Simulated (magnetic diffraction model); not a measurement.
**Solving a magnetic structure from powder neutron data: YbCrGe**

Space group P6_3/mmc (no. 194), a = 4.1220 Å, c = 16.0560 Å.

| site | atom | x | y | z |
| --- | --- | --- | --- | --- |
| 2a | Yb | 0 | 0 | 1/2 |
| 2b | Yb | 0 | 0 | 3/4 |
| 4f | Ge | 2/3 | 1/3 | 0.1057 |
| 4f | Cr | 2/3 | 1/3 | 0.8418 |

This is a made-up structure (elements placed in a structure type, unrelaxed), so the numbers test the method and describe no known phase.

Only Yb is taken to order (form factors of Yb3+); orders and moment sizes are assumed, and not adapted to the symmetry. Radiation: neutrons of λ = 1.8 Å, 8° to 60°; isotropic B of 0.28 Å² (Yb), 0.35 Å² (Ge) and 0.4 Å² (Cr). Simulated constant-wavelength pattern: nuclear and magnetic terms add, the magnetic one as |2.695 fm × Σ f S⊥ exp(2πi Q·r) exp(−B s²)|², summed over all Q at one angle with the factor 1/(sin²θ cos θ). For collinear order S is the moment m, which repeats by lattice and centring translations R with the sign exp(−2πi k·R). Free-ion form factors, Sears's scattering lengths of 1992, no absorption; a label names one of the reflections at its angle. The strongest nuclear line in the range is 100, and lines under 0.2 are left out.

Above the ordering temperature:

```csv
2θ (°),index,I
25.91,(0 0 4),0.9
29.21,(1 0 0),12.6
29.93,(1 0 1),1.7
35.28,(1 0 3),14.6
39.31,(0 0 6),0.2
39.44,(1 0 4),100.0
44.29,(1 0 5),0.8
49.71,(1 0 6),0.2
51.78,(1 1 0),60.6
53.29,(0 0 8),9.2
55.60,(1 0 7),14.8
58.80,(1 1 4),1.3
```

Below it (cell unchanged):

```tsv
2θ (°)	I
9.65	6.6
16.11	2.3
22.63	6.7
25.91	0.9
29.21	12.6
29.22	3.9
29.39	11.6
29.93	1.7
30.82	1.9
33.53	1.8
35.28	14.6
35.91	0.4
37.26	9.4
39.31	0.2
39.44	100.0
41.79	7.9
42.73	0.3
44.29	0.8
46.94	1.1
49.71	0.2
49.72	1.2
51.78	60.6
51.90	3.2
52.60	0.9
52.81	0.5
53.29	9.2
54.60	0.5
55.60	14.8
56.91	0.8
57.20	3.0
58.71	4.1
58.80	1.3
```

**Question.** Find the propagation vector, then choose among these models:
A. collinear moments along [001], 3.8 μB on Yb; signs + at (0, 0, 1/2), + at (0, 0, 0), + at (0, 0, 3/4), + at (0, 0, 1/4)
B. collinear moments along [001], 3.8 μB on Yb; signs + at (0, 0, 1/2), + at (0, 0, 0), − at (0, 0, 3/4), − at (0, 0, 1/4)
C. collinear moments along [120], 3.8 μB on Yb; signs + at (0, 0, 1/2), + at (0, 0, 0), − at (0, 0, 3/4), − at (0, 0, 1/4)
D. collinear moments along [120], 3.8 μB on Yb; signs + at (0, 0, 1/2), + at (0, 0, 0), + at (0, 0, 3/4), + at (0, 0, 1/4)

The new lines index as (0 0 3/2) at 9.65°, (0 0 5/2) at 16.11°, (0 0 7/2) at 22.63° and (0 0 9/2) at 29.22°, that is as H ± k with k = (0 0 1/2). Half indices mean that the moments reverse under translations with k·R a half-integer, and the magnetic cell has twice the primitive volume. Below the range, at 3.21°, lies the magnetic line (0 0 1/2) with 348.

Magnetic intensity, observed (below minus above) and for each model:

| 2θ (°) | index | observed | A | B | C | D |
| --- | --- | --- | --- | --- | --- | --- |
| 9.65 | (0 0 3/2) | 6.6 | <0.2 | <0.2 | 38.2 | 6.6 |
| 16.11 | (0 0 5/2) | 2.3 | <0.2 | <0.2 | 13.5 | 2.3 |
| 22.63 | (0 0 7/2) | 6.7 | <0.2 | <0.2 | 1.1 | 6.7 |
| 29.39 | (1 0 1/2) | 11.6 | 22.6 | 3.9 | 2.0 | 11.6 |
| 30.82 | (1 0 3/2) | 1.9 | 3.2 | 18.6 | 11.4 | 1.9 |
| 33.53 | (1 0 5/2) | 1.8 | 2.3 | 13.1 | 10.6 | 1.8 |
| 37.26 | (1 0 7/2) | 9.4 | 8.5 | 1.5 | 1.6 | 9.4 |
| 41.79 | (1 0 9/2) | 7.9 | 5.3 | 0.9 | 1.4 | 7.9 |

Model D matches.

The structure used: k = (0 0 1/2), collinear moments along [120], 3.8 μB on Yb; signs + at (0, 0, 1/2), + at (0, 0, 0), + at (0, 0, 3/4), + at (0, 0, 1/4).

[Logs are printed without paths, hosts, clocks, repeated set-up lines and the standing remarks that a program may print on its own settings, such as how far it seeks lower states.]
